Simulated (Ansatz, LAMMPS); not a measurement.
# Structural relaxation of aqueous N(CH3)4+ and OH-, 1.2 mol of salt per kg of water, from a frame at 280 K (163 atoms), part 3 of 3

Wanted: the relaxed structure of aqueous N(CH3)4+ and OH-, 1.2 mol of salt per kg of water, from a frame at 280 K (163 atoms) and its electronic structure.

Ansatz 0.2.0; Kohn-Sham DFT, PBE+D3(BJ), PAW (set soft_2), plane waves.

The cell: 4 C, 1 N, 109 H and 49 O. The network of contacts between molecules at the start is that of the classical potential that made the cell. The density was typed from a rule of thumb and may lie off the real one at this temperature. The Brillouin zone is sampled at Γ only, in a cell whose shortest periodic width is 12 Å.

So far. Step 4 (Relaxation): The relaxation changed the energy by -47.7 meV/atom, and atoms moved by 0.64 Å r.m.s., 1.8 Å at most.

## Step 6: Single point at the relaxed geometry

One more single point at the end of the walk gives the fuller output and checks the residual forces.

The input, input.yaml:

```yaml
crystal:
  lattice:
    - [11.65719, 0.0, 0.0]
    - [0.0, 11.65719, 0.0]
    - [0.0, 0.0, 11.65719]
  atoms:
    - { symbol: C, position: [0.66097, 0.31131, 0.45894] }
    - { symbol: "N", position: [0.72662, 0.20718, 0.4962] }
    - { symbol: C, position: [0.7053, 0.10989, 0.4144] }
    - { symbol: C, position: [0.68784, 0.17283, 0.61401] }
    - { symbol: C, position: [0.85238, 0.23463, 0.49748] }
    - { symbol: H, position: [0.67601, 0.37946, 0.52172] }
    - { symbol: H, position: [0.56955, 0.28999, 0.4568] }
    - { symbol: H, position: [0.69037, 0.33745, 0.37378] }
    - { symbol: H, position: [0.7368, 0.13464, 0.32962] }
    - { symbol: H, position: [0.74991, 0.03312, 0.44542] }
    - { symbol: H, position: [0.61303, 0.09306, 0.41193] }
    - { symbol: H, position: [0.6941, 0.24801, 0.66995] }
    - { symbol: H, position: [0.59853, 0.14461, 0.6084] }
    - { symbol: H, position: [0.74374, 0.10346, 0.64398] }
    - { symbol: H, position: [0.89979, 0.15791, 0.52354] }
    - { symbol: H, position: [0.87777, 0.26121, 0.41098] }
    - { symbol: H, position: [0.86775, 0.30424, 0.55869] }
    - { symbol: O, position: [0.20662, 0.50162, 0.81683] }
    - { symbol: H, position: [0.15022, 0.53144, 0.87288] }
    - { symbol: H, position: [0.25519, 0.4468, 0.85995] }
    - { symbol: O, position: [0.89942, 0.99491, 0.17084] }
    - { symbol: H, position: [0.82583, 0.03307, 0.1489] }
    - { symbol: H, position: [0.95271, 0.05742, 0.19323] }
    - { symbol: O, position: [0.97093, 0.35121, 0.86223] }
    - { symbol: H, position: [0.99749, 0.27143, 0.88127] }
    - { symbol: H, position: [0.99741, 0.36338, 0.78353] }
    - { symbol: O, position: [0.34823, 0.58703, 0.47987] }
    - { symbol: H, position: [0.32432, 0.50434, 0.47937] }
    - { symbol: H, position: [0.328, 0.61781, 0.55777] }
    - { symbol: O, position: [0.89972, 0.81791, 0.84494] }
    - { symbol: H, position: [0.95794, 0.85423, 0.8962] }
    - { symbol: H, position: [0.85836, 0.7649, 0.89604] }
    [... 125 atom lines left out ...]
    - { symbol: H, position: [0.31312, 0.118, 0.11229] }
    - { symbol: O, position: [0.03459, 0.93818, 0.99088] }
    - { symbol: H, position: [0.10803, 0.90245, 0.01714] }
    - { symbol: H, position: [0.98459, 0.9511, 0.05906] }
    - { symbol: O, position: [0.24851, 0.37323, 0.45312] }
    - { symbol: H, position: [0.19731, 0.418, 0.40498] }
kpoints:
  mp_grid: { grid: [1, 1, 1] }
hamiltonian:
  xc: pbe
  dispersion: d3bj
scf:
  occupations: { method: fixed }
output:
  forces: true
  stress: true
  populations: true
  dos:
    method: { smearing: { sigma: 0.08 } }
    de: 0.1
    projected: { site_lists: { C: [C], H: [H], "N": ["N"], O: [O] } }
  eigenvalues: true
  write_density: true
  write_potential: true
  volumetric_format: npy
```

Run with:

```bash
> ansatz run input.yaml --threads 4 --pin off --max-ram 8192MiB --backend cpu --events-out ev --progress --plain --runs-dir out
```

Numbers of over 12 decimals in the logs are rounded to 6 here.

The log of the run:

```text
[...]
Crystal: 163 atoms, lattice volume = 1584.096 Å³
Basis set: ecut = 420 eV, 31103 PW (Γ), exchange–correlation on 160×160×160 points (8 copies of the dense FFT grid, shifted against one another)
Bands: 375, of which v1, the nominal top of the filled ones, is band 212 counted from 1 (211 counted from 0)
Symmetry: 1 space group operations
[...]
k-points: 1
[...]
SCF iter   1: F=—  HF=-30958.193861 eV  |F-HF|=—  |Δ(HF+E_count)|=         —  Δρ=2.99e-3  dr2=1.70e-1  ethr=1.77e-3  ⟨swp⟩=4.0  Hψ=1279  notcnv=0  defer=156
[...]
SCF iter   9: F=-30958.070850 eV  HF=-30958.070850 eV  |F-HF|=2.70e-9  |Δ(HF+E_count)|=   3.42e-8  Δρ=1.39e-6  dr2=2.28e-8  ethr=2.36e-11  ⟨swp⟩=18.0  Hψ=3610  notcnv=0
SCF 1 converged in 9 iterations: F = -30958.070850 eV  dr2 = 2.28e-8
[...]
WARN: The input density's exchange-correlation potential varies sharply where the density is thin. Do not read a vacuum level from v_tot or v_xc, or from such a field of the output density. On a cell that repeats whose density bears no net charge and no dipole along the vacuum's axis use v_es (v_loc + v_h of the components); [...]
SCF converged after 9 iterations
Free energy (F): -30958.070850 eV
[...]
Internal energy: -30958.070850 eV  (E = F + TS)
E sigma→0 (E₀):  -30958.070850 eV
Fermi energy:    -2.352306 eV
[...]
--- Forces (eV/Å), atoms counted from 1 ---
  atom   1  C     -0.00385875    -0.00791099    -0.00388802
  atom   2  N      0.01978562    -0.00287716    -0.01644408
  atom   3  C      0.00962187    -0.00219415     0.00609071
  atom   4  C     -0.00096424     0.00792156     0.01060141
  atom   5  C     -0.01091137     0.00094302     0.01984668
  atom   6  H     -0.00186060     0.00125754    -0.00149689
  atom   7  H      0.01113355     0.00024208    -0.00231991
  atom   8  H     -0.00474962    -0.01401505     0.02373851
  atom   9  H     -0.00355066    -0.00094270     0.02006102
  atom  10  H     -0.01647112     0.02541601    -0.01180433
  atom  11  H      0.01343630    -0.00556697    -0.00465271
  atom  12  H      0.00423199    -0.00822787    -0.00846485
  atom  13  H      0.00936740    -0.00303809    -0.00370931
  atom  14  H     -0.00472102     0.00931266    -0.00532293
[...]
atom 162  O      0.01041241    -0.00658665     0.01042097
  atom 163  H     -0.00858264     0.00754232    -0.00972657
  max |Σ_I F_I| component: 1.43e-5 eV/Å
--- Stress (GPa, compression-positive) ---
       -0.464730      -0.002474       0.185252
       -0.002474      -0.405556      -0.044242
        0.185252      -0.044242      -0.478610
  P = ⅓ Tr σ = -0.4496 GPa (-4.496 kbar)
--- Band table (eV) ---
[...]
--- Löwdin populations: 163 sites ---
  site symbol       q [e]
     0      C      4.3497
     1      N      4.8442
     2      C      4.3458
[...]
162      H      0.6291
  spilling = 0.011095 (of n_electrons = 424.000000)
```

The job ended after 27 s (4 threads of Arm Neoverse V1, shared host; peak memory 2 GiB).

The program notes that the exchange-correlation potential is rough where the density is thin.

Read from the output:

| Item | Value |
| --- | --- |
| free energy | -30958.0708 eV |
| free energy per atom | -189.9268 eV/atom |
| SCF cycles | 9 |
| pressure | -0.4496 GPa |
| r.m.s. force component | 0.00665 eV/Å |
| longest force | 0.03537 eV/Å |
| Fermi energy | -2.352 eV |
| gap (highest filled to lowest empty level) | 4.808 eV |
| spilling of the projection | 0.0111 |

Löwdin charges by element and coordination (they lack the spilled electrons, 0.029 e an atom on average):

```tsv
element	coordination	atoms	mean charge (e)	spread	least	most
C	all	4	-0.350	0.0057	-0.36	-0.346
H	all	109	0.367	0.0527	0.211	0.414
N	all	1	0.156	0	0.156	0.156
O	all	49	-0.694	0.0202	-0.807	-0.669
O	1	1	-0.807	0	-0.807	-0.807
O	2	48	-0.692	0.0121	-0.717	-0.669
```

Density of states as counts of states in windows of 1 eV (from the Fermi level), total and the larger projections:

```tsv
from (eV)	to (eV)	total	O p	H s
-10	-9	1.9	0.0	0.7
-9	-8	0.1	0.0	0.1
-8	-7	5.1	3.5	1.5
-7	-6	85.2	55.2	24.3
-6	-5	11.7	8.2	3.3
-5	-4	21.3	13.0	3.6
-4	-3	45.0	26.8	7.1
-3	-2	38.8	32.5	2.0
-2	-1	31.9	30.6	0.3
-1	0	76.4	75.1	0.4
0	1	0.6	0.6	0.0
1	4	0.0	0.0	0.0
4	5	2.0	0.0	1.2
```

The curve was stored every 0.100 eV, coarse against its broadening of 0.08 eV, so these counts are rough.

With fixed occupations the program's Fermi level is the highest filled level; weight inside the gap is the broadening of levels at its edges.

Between -20 and -10 eV lie 106 more states.

The levels nearest the highest filled one (over half full), pooled over k-points and spins:

```tsv
level less the highest filled one (eV)	occupation
-0.401	2
-0.364	2
-0.335	2
-0.305	2
-0.146	2
0	2
4.81	0
5.99	0
6.17	0
6.24	0
6.36	0
6.42	0
```

Electrostatic potential energy in the ac plane at fractional y = 0.301, with atoms of C and H and O within 0.2 Å of it. With pseudopotentials it is smooth inside the atoms' cores, unlike the true potential.

Ten even steps from '0' (-36 eV) to '9' (5 eV), each cell a mean:
```
999999999744677894003899999999999
899999999986766894002899999999998
389999999999988998558999999999962
589999999999999999999999999999953
899999999999999999999999999999998
999999999999999999999999999999999
999999999999999999999999999999999
999999999985227999999988999999999
999999999982003999999999999999999
999999999974127999999999999866899
999999999986899999999888998702899
999999999999999999887446888767899
999999999999999998322002788778899
999999999999999998544103889887899
999999999975799999998766899988899
999999999961137999999988999999999
999999999985003999999999999999999
999999999998447987899999999999999
999999999999999830335899999997789
899999999999999974000699999973379
999999999999999998202799999987799
999999999999999999878999999999999
999999999878999998438999999999999
999999998405899998217999999999999
```
Columns run along a (11.7 Å; values clipped at the 3rd and 97th percentile), rows up along c (11.7 Å). Atoms in or near the plane, at fractional coordinates: C at (0.66, 0.46), H at (0.57, 0.46), H at (0.87, 0.56), H at (0.31, 0.01), O at (0.57, 0.94), H at (0.57, 0.03), H at (0.34, 0.36), O at (0.58, 0.17), H at (0.51, 0.22), O at (0.39, 0.64).

Valence density in the ac plane at fractional y = 0.301, with atoms of C and H and O within 0.2 Å of it. It is the smooth field of the valence electrons, not physical close to the nuclei.

Ten steps, logarithmic in the rise over the least value, from '0' (0.0 e/Å³) to '9' (6.4 e/Å³), each cell a mean:
```
100000002567543247997421111100011
321000001356554347998521101001234
642000000123322134665310000012467
642000000001000011222100000012467
421000000000000000110000000001344
210000000001100001111000000000112
000000000123432111111111000000000
011110000246886311111122100000000
011211000258997420000122110111000
001111000247886310000111111344210
000011111134443100012232223576410
000001223221110001345555433565310
000012344421000013567776433454310
000012344432110012466776422344310
000001223334432111234565311233210
000000011246775310011233210011000
000000000146897421101111000000000
100000000135776433332210000123321
211000000112333356776420001246643
211000000111111246999631001357764
110000001111000125898520001245542
000000001111000013454310000122221
000000001233210013553100000010000
000000002565421124675210011100000
```
Columns run along a (11.7 Å), rows up along c (11.7 Å). Atoms in or near the plane, at fractional coordinates: C at (0.66, 0.46), H at (0.57, 0.46), H at (0.87, 0.56), H at (0.31, 0.01), O at (0.57, 0.94), H at (0.57, 0.03), H at (0.34, 0.36), O at (0.58, 0.17), H at (0.51, 0.22), O at (0.39, 0.64).

Mean Löwdin charges: C -0.35, H +0.37, N +0.16, O -0.69 e (they miss 1.1 % of the electrons, so they add up to more than the cell's charge). The largest share in the top eV of filled states is O p (99 % of the projected weight), and in the lowest eV of empty states H s (70 % of the projected weight).

The surroundings of N2, the only N atom, nearest first, numbered as they follow in the input and with coordinates relative to it.

```tsv
atom	x	y	z	distance (Å)	bonds	Löwdin charge (e)
N2	0.00	0.00	0.00	0.00	4	0.16
C1	-0.77	1.21	-0.43	1.50	4	-0.35
C4	-0.45	-0.40	1.37	1.50	4	-0.36
C5	1.47	0.32	0.01	1.50	4	-0.35
C3	-0.25	-1.13	-0.95	1.50	4	-0.35
H14	0.20	-1.21	1.72	2.11	1	0.21
H6	-0.59	2.01	0.30	2.11	1	0.22
H13	-1.49	-0.73	1.31	2.11	1	0.22
H12	-0.38	0.48	2.03	2.11	1	0.21
H11	-1.32	-1.33	-0.98	2.12	1	0.22
```

The column of bonds counts only the pairs H-O within 1.21 Å, H-C within 1.34 Å, C-N within 1.79 Å; other neighbours, such as metal atoms beside each other in a compound, aren't counted, and periodic images can show an atom twice.

## Step 7: A changed input

A doubtful change is made on purpose, to see how the program answers.

input.yaml, the sections that differ from step 6:

```yaml
crystal:
  lattice:
    - [11.65719, 0.0, 0.0]
    - [0.0, 11.65719, 0.0]
    - [0.0, 0.0, 11.65719]
  atoms:
    [... the 163 atom lines of step 3 ...]
scf:
  occupations: { method: fixed }
  max_iter: 100
output:
  forces: true
ENCUT: 60
# kpoints, hamiltonian: as in step 6
```

The log of the run:

```text
Error: YAML parse error: error: line 180 column 1: unknown field `ENCUT`, expected one of crystal, accuracy, basis, kpoints, hamiltonian, magnetization, projection, total_charge, correlation, batch, efield, external_charges, scf, relax, neb, [...]
   --> <input>:180:1
    |
178 | output:
179 |   forces: true
180 | ENCUT: 60
    | ^ unknown field `ENCUT`, expected one of crystal, accuracy, basis, kpoints, hamiltonian, magnetization, projection, total_charge, correlation, batch, efield, external_charges, scf, relax, neb, saddle, md, ramp, phonons, dielectric, real_time, elastic, magnetic_configurations, gw, evaluate, workflow, output, checkpoint, execution
```

The job ended after 0.03 s (4 threads; peak memory 0.022 GiB).

The program refused the input before any cycle.

The program's message: “Error: YAML parse error: error: line 180 column 1: unknown field `ENCUT`, expected one of crystal, accuracy, basis, kpoints, hamiltonian, magnetization, projection, total_charge, correlation, batch, e …”

The fault in the input: a keyword of another program (ENCUT = 60). The fix is to take the foreign keyword out.

## Step 8: Another setting: basis.ecutwfc = "250 eV" and scf.n_extra_bands = 8

Changed here: basis.ecutwfc = "250 eV" and scf.n_extra_bands = 8.

input.yaml, the sections that differ from step 7:

```yaml
scf:
  occupations: { method: fixed }
  n_extra_bands: 8
output:
  forces: true
  stress: true
  populations: intrinsic
  dos:
    method: { smearing: { sigma: 0.08 } }
    de: 0.1
    projected: { site_lists: { C: [C], H: [H], "N": ["N"], O: [O] } }
  eigenvalues: true
basis:
  ecutwfc: "250 eV"
# crystal, kpoints, hamiltonian: as in step 7
```

The log of the run:

```text
Warning: basis.ecutwfc = 250 eV is below the records' recommended 420 eV, and the density's cutoff is lower with it unless basis.ecutrho_ratio is high enough to keep the records' density cutoff: compare with a run at a higher cutoff
[...]
Crystal: 163 atoms, lattice volume = 1584.096 Å³
Basis set: ecut = 250 eV, 14147 PW (Γ), exchange–correlation on 128×128×128 points (8 copies of the dense FFT grid, shifted against one another)
Bands: 220, of which v1, the nominal top of the filled ones, is band 212 counted from 1 (211 counted from 0)
Symmetry: 1 space group operations
[...]
k-points: 1
[...]
SCF iter   1: F=—  HF=-30846.676505 eV  |F-HF|=—  |Δ(HF+E_count)|=         —  Δρ=4.31e-2  dr2=8.79e0  ethr=1.77e-3  ⟨swp⟩=6.0  Hψ=905  notcnv=0  defer=5
[...]
SCF iter  11: F=-30844.655423 eV  HF=-30844.655423 eV  |F-HF|=2.02e-8  |Δ(HF+E_count)|=   3.63e-8  Δρ=1.79e-6  dr2=4.76e-8  ethr=2.36e-11  ⟨swp⟩=13.0  Hψ=1167  notcnv=0
SCF 1 converged in 11 iterations: F = -30844.655423 eV  dr2 = 4.76e-8
[...]
SCF converged after 11 iterations
Free energy (F): -30844.655423 eV
[...]
Internal energy: -30844.655423 eV  (E = F + TS)
E sigma→0 (E₀):  -30844.655423 eV
Fermi energy:    -1.985972 eV
[...]
--- Forces (eV/Å), atoms counted from 1 ---
  atom   1  C     -0.94380280     0.53082324    -1.43281628
  atom   2  N     -1.33239982     0.72126303     0.35786072
  atom   3  C      0.62359713    -1.52006952    -1.85228767
  atom   4  C      0.19025035    -0.46825104     0.09319709
  atom   5  C      0.10236656    -2.14288246     1.41488181
  atom   6  H      1.32104070     1.72796074     1.17749443
  atom   7  H     -0.48256135    -0.50385402    -0.11744412
  atom   8  H      0.05144342     0.22649189    -0.30759058
  atom   9  H     -0.16494811     0.45128459     1.22231094
  atom  10  H      0.01507333    -0.75883181     0.46717174
  atom  11  H     -1.24267588    -0.45091463     0.02735849
  atom  12  H     -0.04777065    -0.34958023    -0.18925116
  atom  13  H      0.16688082     0.23234690    -0.25535064
  atom  14  H      0.14830938    -0.07457818     0.41230760
[...]
atom 162  O      0.17270643     0.46836408     0.29091177
  atom 163  H     -0.16862188    -0.24112664    -0.41187622
  max |Σ_I F_I| component: 3.29e-5 eV/Å
--- Stress (GPa, compression-positive) ---
       -2.385322       0.300364       0.296445
        0.300364      -3.177918      -0.615041
        0.296446      -0.615041      -3.710054
  P = ⅓ Tr σ = -3.0911 GPa (-30.911 kbar)
--- Band table (eV) ---
[...]
--- intrinsic populations: 163 sites ---
  site symbol       q [e]
     0      C      4.4490
     1      N      4.8889
     2      C      4.4201
[...]
162      H      0.6376
  spilling = -0.000000 (of n_electrons = 424.000000)
```

The job ended after 11 s (4 threads; peak memory 0.85 GiB).

The program notes that the cutoff lies under the one recommended for these potentials.

Forces differ from those of the single point at the start by 151 meV/Å r.m.s., 29 % of their size; the energy by +648 meV/atom, the pressure by -1.2 GPa and the gap by -0.15 eV. It took 0.46 times the reference's time (shared host, so rough).

## Step 9: What came out

| Property | Result |
| --- | --- |
| energy change in the relaxation | -47.69 meV/atom |
| r.m.s. displacement | 0.642 Å |
| largest displacement | 1.819 Å |
| free energy per atom | -189.9268 eV/atom |
| pressure | -0.4496 GPa |
| r.m.s. force component | 0.00665 eV/Å |
| gap (highest filled to lowest empty level) | 4.808 eV |
| wall time of the 4 DFT runs | 5 min |

Relaxation lowers the energy by 47.7 meV/atom and moves atoms by 0.64 Å r.m.s.; the r.m.s. force component goes from 0.52 to 0.0066 eV/Å, the pressure goes from -1.9 to -0.45 GPa, and the gap from 4.15 to 4.81 eV. By the final cutoffs no bond was broken or made. First to last step the energy falls by 7.774 eV; the largest move, 1.82 Å, is that of H91. The C-N bonds change most in mean length: from 1.487 Å (spread 0.028) to 1.501 Å (spread 0.001). With the cutoffs above, all C atoms have 4, all H atoms have 1, all N atoms have 4 and 98 % of O atoms have 2 bonded neighbours. The 48 water molecules hold 3.75 hydrogen bonds each to other water on average, with a mean O–O distance of 2.76 Å. Between filled and empty levels lie 4.81 eV (at Γ alone); a semilocal functional tends to put such gaps too low. In a disordered cell it changes from sample to sample and from frame to frame.

**Limits.** The network of contacts between molecules at the start is that of the classical potential that made the cell; in DFT atoms moved by 0.64 Å r.m.s.

[Logs are printed without paths, hosts, clocks, repeated set-up lines and the standing remarks that a program may print on its own settings, such as how far it seeks lower states.]

[Hosts, paths, dates, database ids (printed as entryN), source tags and the programs' standing remarks are cut or masked in the printed files.]
